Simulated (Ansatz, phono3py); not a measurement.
# Heat carried by phonons in SrCl2 (Fm-3m), part 3 of 6

How well does the lattice of SrCl2 conduct heat?

What experiment has found for this phase:
- thermal conductivity 2.3 W/m/K near room temperature (given in “Predicting the lattice thermal conductivity of solids by solving the Boltzmann transport equation: AFLOW - AAPL an automated, accurate and efficient framework”, 2017, arXiv:1611.05481)

Ansatz 0.2.0; DFT RPBE, scalar-relativistic, plane waves, PAW; PAW set soft_1.

So far. Step 2 (Probe on a coarse mesh): The start is under 3.0 GPa at this level and looks like an insulator or semiconductor on this mesh. Step 5 (Relaxing to small residual forces and stress): The residual pressure is 0.0068 GPa, small enough for phonons. The relaxed cell has a = 7.182 Å (conventional setting).

## Step 7: A first look at the harmonic spectrum

Third-order constants cost many supercell runs, so a linear-response run first checks that the crystal is harmonically stable.

File input.yaml:

```yaml
crystal:
  lattice:
    - [0.0, 3.5909104527, 3.5909104527]
    - [3.5909104527, 0.0, 3.5909104527]
    - [3.5909104527, 3.5909104527, 0.0]
  atoms:
    - { symbol: Sr, position: [0.0, 0.0, 0.0] }
    - { symbol: Cl, position: [0.25, 0.25, 0.25] }
    - { symbol: Cl, position: [0.75, 0.75, 0.75] }
kpoints:
  mp_grid: { grid: [4, 4, 4] }
hamiltonian:
  xc: rpbe
  pseudopotentials: { kind: paw, azcp: { folder: soft_1 } }
scf:
  occupations: { method: fixed }
  lower_state_search: "off"
output:
  eigenvalues: true
phonons:
  method: dfpt
  dielectric: true
  rigid_motions: translations
  qmesh: [2, 2, 2]
  temperatures: { t_max: 1000, t_step: 50 }
  qpath:
    path:
      - [[0.0, 0.0, 0.0], [0.5, 0.0, 0.5], [0.625, 0.25, 0.625]]
      - [[0.375, 0.375, 0.75], [0.0, 0.0, 0.0], [0.5, 0.5, 0.5], [0.5, 0.25, 0.75], [0.5, 0.0, 0.5]]
    npoints: 10
```

Command:

```console
$ ansatz run input.yaml --threads 8 --pin off --max-ram 19456MiB --backend cpu --events-out ev --progress --plain --runs-dir out
```

Numbers of over 12 decimals in the logs are rounded to 6 here.

The program printed:

```text
Warning: phonons: the dynamical matrix that this run interpolates holds no multipole term above the dipole-dipole one, and a site of this crystal is no centre of inversion, so its interpolated transverse optical and acoustic branches and sound speeds can stay off near Gamma, and the density of states and the thermodynamics with them. What a run solves at a wave vector of phonons.qpoints, Gamma apart, where the deck admits one, is free of this, and under fd what a larger phonons.supercell samples
[...]
Crystal: 3 atoms, lattice volume = 92.607 Å³
Basis set: ecut = 420 eV, 1837 PW (Γ), exchange–correlation on 72×72×72 points (8 copies of the dense FFT grid, shifted against one another)
Bands: 16, of which v1, the nominal top of the filled ones, is band 12 counted from 1 (11 counted from 0)
Symmetry: 48 space group operations
k-points: 18 of 64 (irreducible under 4 space group operations, time reversal used)
[...]
SCF iter   1: F=—  HF=-5725.877779 eV  |F-HF|=—  |Δ(HF+E_count)|=         —  Δρ=3.78e-2  dr2=2.35e0  ethr=3.10e-3  ⟨swp⟩=7.0  Hψ=1832  notcnv=0  defer=20
[...]
SCF iter   9: F=-5725.011678 eV  HF=-5725.011678 eV  |F-HF|=1.64e-11  |Δ(HF+E_count)|=  1.79e-10  Δρ=1.84e-7  dr2=2.95e-11  ethr=1.00e-12  ⟨swp⟩=10.6  Hψ=2665  notcnv=0
SCF 1 converged in 9 iterations: F = -5725.011678 eV  dr2 = 2.95e-11
[...]
NSCF: frozen V_eff on 1 k-points
DFPT response loops at Γ: preconditioner auto → none (the input reference at scf.mixing.eps_inf says where Resta's filter doesn't serve); β = 0.50; Broyden in place of MSR1
── the response to a field inside a basis, on 4×4×4 k-points: an SCF that follows is theirs, and a resumed run solves both again ──
Bands: 13, of which v1, the nominal top of the filled ones, is band 12 counted from 1 (11 counted from 0)
k-points: 10 of 64 (irreducible under 12 space group operations)
[...]
Eigensolver: Dense (10 Hₖ)
SCF iter   1: F=—  HF=-5725.007671 eV  |F-HF|=—  |Δ(HF+E_count)|=         —  Δρ=5.12e-5  dr2=4.33e-7  ethr=1.00e-1
[...]
SCF iter   3: F=-5725.007673 eV  HF=-5725.007673 eV  |F-HF|=5.05e-9  |Δ(HF+E_count)|=   5.84e-7  Δρ=3.72e-6  dr2=1.17e-8  ethr=4.27e-10
SCF 1 converged in 3 iterations: F = -5725.007673 eV  dr2 = 1.17e-8
[...]
DFPT response loops at q = (0, 0, -0.5) (fractional): preconditioner auto → Resta (q_TF=auto, 2.178 Å⁻¹)  ε∞=3.4 (no band partly filled); β = 1.00, the filter's whole step (`scf.mixing.beta` (0.50) is not read by the response loops at its default; to damp them type it under 1.00, their step now; it binds the ground state too); Broyden in place of MSR1
[...]
SCF converged after 9 iterations
Free energy (F): -5725.011678 eV
[...]
Internal energy: -5725.011678 eV  (E = F + TS)
E sigma→0 (E₀):  -5725.011678 eV
Fermi energy:    2.441122 eV
[...]
--- Band table (eV; the first three rows and the last of 18) ---
  k-point 0: bands = [... 8 lower, 0.6401, 2.1460, 2.1460, 2.1460, 7.7741, 8.7088, 8.7088, 11.3070]
  k-point 1: bands = [... 8 lower, 0.9313, 1.6534, 1.8918, 1.8918, 8.8291, 9.0199, 9.0199, 10.1424]
  k-point 2: bands = [... 8 lower, 1.1444, 1.3116, 1.5270, 1.5270, 9.2222, 9.2222, 9.7585, 10.4532]
  k-point 17: bands = [... 8 lower, 1.3972, 1.3972, 2.1875, 2.3564, 8.8260, 9.4722, 9.5565, 9.5565]
--- Phonons (Γ-DFPT): 2 representative perturbations + reference, on 18 of 64 k-points (Σ response iterations 6) ---
  k mesh reduced under 4 symmetry operations, with k and −k counted as one. Each operation leaves every solved perturbation unchanged. A smaller set is not considered because the run solves the response to a homogeneous field
  ASR residual: 7.321e-4 → 0.000e0 eV/Å²; symmetrization residual: 4.509e-7 eV/Å²
  ASR residual per site (eV/Å²): 7.32e-4 2.23e-4 2.23e-4
  Γ frequencies (cm⁻¹): 0.00 0.00 0.00 107.02 107.02 107.02 159.06 159.06 159.06
  ε∞ (high-frequency dielectric tensor):
        2.748712    -0.000000    -0.000000
       -0.000000     2.748712    -0.000000
       -0.000000    -0.000000     2.748712
  ε⁰ (static dielectric tensor: ions relaxed, cell fixed):
       10.216045     0.000000    -0.000000
        0.000000    10.216045    -0.000000
       -0.000000    -0.000000    10.216045
  ε⁰ − ε∞ (ionic part):
        7.467333     0.000000    -0.000000
        0.000000     7.467333    -0.000000
       -0.000000    -0.000000     7.467333
  softest optical mode at Γ: 107.02 cm⁻¹; the repairs (sum rule, projections) moved no ω² at Γ by more than (1.52 cm⁻¹)²
  Born effective charges Z* (e; rows j = field, columns β = displacement):
    site 0:
         2.51159   -0.00000   -0.00000
        -0.00000    2.51159    0.00000
         0.00000    0.00000    2.51159
    site 1:
        -1.25580    0.00000    0.00000
         0.00000   -1.25580   -0.00000
        -0.00000   -0.00000   -1.25580
    site 2:
        -1.25580   -0.00000    0.00000
         0.00000   -1.25580    0.00000
        -0.00000   -0.00000   -1.25580
  Z* charge neutrality: 8.300e-4 e pre-enforcement
  solved inside a basis spanned on kpoints, on 4×4×4 k-points, its susceptibility summed on 8×8×8: ε∞ is read to err by 5.3e-3, Z* by 1.1e-2 e (field_mesh: kpoints solves on kpoints); Z* is corrected for what the basis lacks
  optical modes at Γ without the LO–TO term, one row a degenerate level:
      ω (cm⁻¹)  modes    IR ((D/Å)²/amu)
        107.02      3            11.1408
        159.06      3             0.0000
  optical modes at Γ + LO–TO along q̂ = [1.0000, 0.0000, 0.0000]:
      ω (cm⁻¹)  modes    IR ((D/Å)²/amu)
        107.02      2             7.4272
        159.06      3             0.0000
        206.32      1             3.7136
  optical modes at Γ + LO–TO along q̂ = [0.0000, 1.0000, 0.0000]:
      ω (cm⁻¹)  modes    IR ((D/Å)²/amu)
        107.02      2             7.4272
        159.06      3             0.0000
        206.32      1             3.7136
  optical modes at Γ + LO–TO along q̂ = [0.0000, 0.0000, 1.0000]:
      ω (cm⁻¹)  modes    IR ((D/Å)²/amu)
        107.02      2             7.4272
        159.06      3             0.0000
        206.32      1             3.7136
--- Phonons (arbitrary-q DFPT): 3 irreducible q on the 2×2×2 mesh ---
  q = [0.0000, 0.0000, 0.0000] (star 1, of the zone-centre solve; hermiticity 3.92e-7, symmetrization 2.27e-8): -0.00 0.00 0.00 107.02 107.02 107.02 159.06 159.06 159.06
  q = [0.0000, 0.0000, -0.5000] (star 4, 2 solved perturbations on 24 of 64 k-point pairs; hermiticity 2.11e-6, symmetrization 3.07e-13): 59.43 59.43 104.10 129.49 129.49 134.08 134.08 155.88 160.17
  q = [0.0000, -0.5000, -0.5000] (star 3, 4 solved perturbations in 62 linear systems a pass and spin channel, the states on 18 of 64 k-point pairs; hermiticity 1.60e-6, symmetrization 2.60e-13): 39.25 66.75 66.75 73.01 73.01 137.00 165.45 165.45 192.27
  sum rule: each row above includes the acoustic sum rule's correction from the zone centre's row sums; it moved no ω² by more than (1.51 cm⁻¹)²
  mesh force constants: q→R imaginary residual 4.58e-17; ASR residual 7.321e-4 → 0.000e0 eV/Å²; symmetrization residual 3.109e-15 eV/Å²
  interpolated dispersion: 63 rows × 9 modes
  density of states and harmonic sums: on the 16×16×16 q-mesh, interpolated from the force constants of a 2×2×2 supercell (with the dipole–dipole term)
  largest difference from the sums on the solved wave vectors: F 7.07e-2 eV, S 1.03e-4 and C_V 3.22e-5 eV/K
  zero-point energy: 0.063967 eV/cell   skipped modes (ω ≤ 0): 3   left out of the sums: 8.14e-5 of the cell's modes: C_V's classical limit lies that fraction below 3 k_B per atom; for a crystal, a wire or a layer, F and S can be off by more, and a phonons.interpolated_qmesh denser along its periods is the remedy for the sampling
```

Run time: 16 s. Hardware: 8 threads of Arm Neoverse N1, shared host; peak memory 0.61 GiB.

Numbers from this step:

- lowest frequency on the path: 0 cm⁻¹
- zero-point energy: 0.06397 eV/cell
- point group: m-3m
- highest frequency: 206.3 cm⁻¹
- Debye temperature from the second moment: 228 K

LO-TO term included. The phonon branches at the labelled points (cm⁻¹):

```csv
point,branch 1,branch 2,branch 3,branch 4,branch 5,branch 6,branch 7,branch 8,branch 9
Γ,0,0,0,107,107,159,159,159,206
halfway,38,38,94,95,95,118,164,164,201
X,39,67,67,73,73,137,166,166,192
halfway,44,67,73,78,80,132,164,165,190
U,55,67,87,90,96,119,158,164,185
jump to K,55,67,87,90,96,119,158,164,185
halfway,46,57,81,95,125,138,143,166,186
Γ,0,0,0,107,107,159,159,159,206
halfway,45,45,67,112,112,151,151,155,189
L,59,59,104,130,130,134,134,156,160
halfway,64,80,87,97,110,133,136,171,173
W,59,65,70,104,104,131,131,178,180
halfway,48,68,71,78,95,128,157,169,188
X,39,67,67,73,73,137,166,166,192
```

The phonon branches as a text plot (rows in cm⁻¹):

```
    202 |********                 *********
    193 |        *******         *         **                 ***
    185 |               ****    *            *             ***
    176 |                   ****              *       *******
    168 |      *******************             **  ****      ****
    159 |******         ***       **********     ***          *
    150 |  *               **    ***       ******           **
    142 |   *                ** **            **   **
    133 |    **   ******       *                ************  ***
    125 |               **   ** *              ** **       * *
    116 |      * *        * ***  ***        ***    **       *
    107 |***    *          **       ********     ** *********
     99 |   *****         ***** ****           **  ** ***  * *
     90 |      **        *** ***              *      **     * *
     82 |    **  ***   ***      *            *        **     *
     73 |           ****                            **  *********
     64 |         ************** *          *     *********** ***
     56 |   *    ***     **    ** **       *  *****       ***
     47 |       *   *  **       **          **               **
     39 |  *   *     **          ****     **                   **
     30 |    **                   ***    **
     21 | * *                       **   *
     13 |  *                         *  *
      4 |**                           **
         Γ           X  U|K            Γ         L        W     X
```

Tetrahedra on 16 16 16, mean over bins of 2 cm⁻¹. Table of phonon density of states by wavenumber; read off at these points:

```csv
wavenumber (cm⁻¹),phonon density of states (1/cm⁻¹/cell)
1.0,1.0e-5
7.0,1.9e-4
13.0,0.00138
17.0,0.00191
23.0,0.00398
29.0,0.00676
35.0,0.0105
39.0,0.0136
45.0,0.0223
51.0,0.0348
57.0,0.0611
63.0,0.102
65.0,0.125
67.0,0.110
73.0,0.0445
79.0,0.0340
85.0,0.0477
91.0,0.104
95.0,0.0730
99.0,0.0835
101.0,0.0740
107.0,0.0901
109.0,0.0946
113.0,0.0528
117.0,0.0699
123.0,0.0549
129.0,0.0493
135.0,0.0212
141.0,0.0476
145.0,0.0396
151.0,0.0396
157.0,0.0554
163.0,0.0864
165.0,0.116
169.0,0.0735
173.0,0.0455
179.0,0.0477
185.0,0.0392
191.0,0.0348
195.0,0.0190
201.0,0.0091
207.0,0
```

Lowest modes at the softest wavevector of the mesh; phase exp(i q.(R + tau)). Modes at q = (0.500, 0.500, 0.000), with each element's share of the kinetic energy:

| mode | frequency (cm⁻¹) | Sr % | Cl % |
| --- | --- | --- | --- |
| 1 | 39.3 | 0 | 100 |
| 2 | 66.8 | 98 | 2 |
| 3 | 66.8 | 98 | 2 |
| 4 | 73.0 | 0 | 100 |
| 5 | 73.0 | 0 | 100 |
| 6 | 137.0 | 100 | 0 |

Displacements in mode 1 (39.3 cm⁻¹), the largest set to 1, in the home cell:
```
Sr1  0.00  0.00  0.00
Cl2  0.00  0.00 -1.00
Cl3  0.00  0.00 -1.00
```

Displacements in mode 6 (137.0 cm⁻¹), the largest set to 1, in the home cell:
```
Sr1 0.00 0.00 1.00
Cl2 0.00 0.00 0.00
Cl3 0.00 0.00 0.00
```

Born charge (rows field, columns displacement) (e), principal values of the symmetric part by kind of site:

```
atom  atoms with these values    low  middle   high   mean
 Sr1                        1   2.51    2.51   2.51   2.51
 Cl2                        2  -1.26   -1.26  -1.26  -1.26
```

In full for Cl2:

```
-1.26  0.00  0.00
 0.00 -1.26  0.00
 0.00  0.00 -1.26
```

ε∞:

```
2.75 0.00 0.00
0.00 2.75 0.00
0.00 0.00 2.75
```

Transverse modes. Lines of the infrared spectrum (strongest = 100):

| position (cm⁻¹) | label | IR intensity ((D/A)^2/amu), degenerate modes summed, relative |
| --- | --- | --- |
| 107 | T1u | 100 |
| 159 | T2g | 0.0 |

Harmonic. Thermo, by row:

| T (K) | F_vib (meV/atom) | S (J/mol-atom/K) | C_V (J/mol-atom/K) |
| --- | --- | --- | --- |
| 0 | 21.32 | 0 | 0 |
| 50 | 20.27 | 6.441 | 11.62 |
| 100 | 13.98 | 17.5 | 19.68 |
| 150 | 2.59 | 26.07 | 22.33 |
| 200 | -12.7 | 32.66 | 23.41 |
| 250 | -31.04 | 37.95 | 23.94 |
| 300 | -51.87 | 42.34 | 24.24 |
| 350 | -74.81 | 46.09 | 24.42 |
| 400 | -99.56 | 49.36 | 24.54 |
| 450 | -125.9 | 52.26 | 24.62 |
| 500 | -153.7 | 54.85 | 24.68 |
| 550 | -182.7 | 57.21 | 24.73 |
| 600 | -212.9 | 59.36 | 24.76 |
| 650 | -244.2 | 61.34 | 24.79 |
| 700 | -276.5 | 63.18 | 24.81 |
| 750 | -309.7 | 64.89 | 24.83 |
| 800 | -343.7 | 66.5 | 24.84 |
| 850 | -378.6 | 68 | 24.85 |
| 900 | -414.2 | 69.42 | 24.86 |
| 950 | -450.5 | 70.77 | 24.87 |
| 1000 | -487.5 | 72.04 | 24.88 |

No mode is imaginary beyond numerical noise at the solved wavevectors.

(Part 3 of 6 ends here.)

[Logs are printed without paths, hosts, clocks, repeated set-up lines and the standing remarks that a program may print on its own settings, such as how far it seeks lower states.]

[Hosts, paths, dates, database ids (printed as entryN), source tags and the programs' standing remarks are cut or masked in the printed files.]

[A step with changed settings may run another functional than the one named; its input shows which.]

[Pressures of single members of a volume series are the stress at the run's cutoff; with an incomplete basis they can lie off −dE/dV of the same runs, and they are not shown converged.]
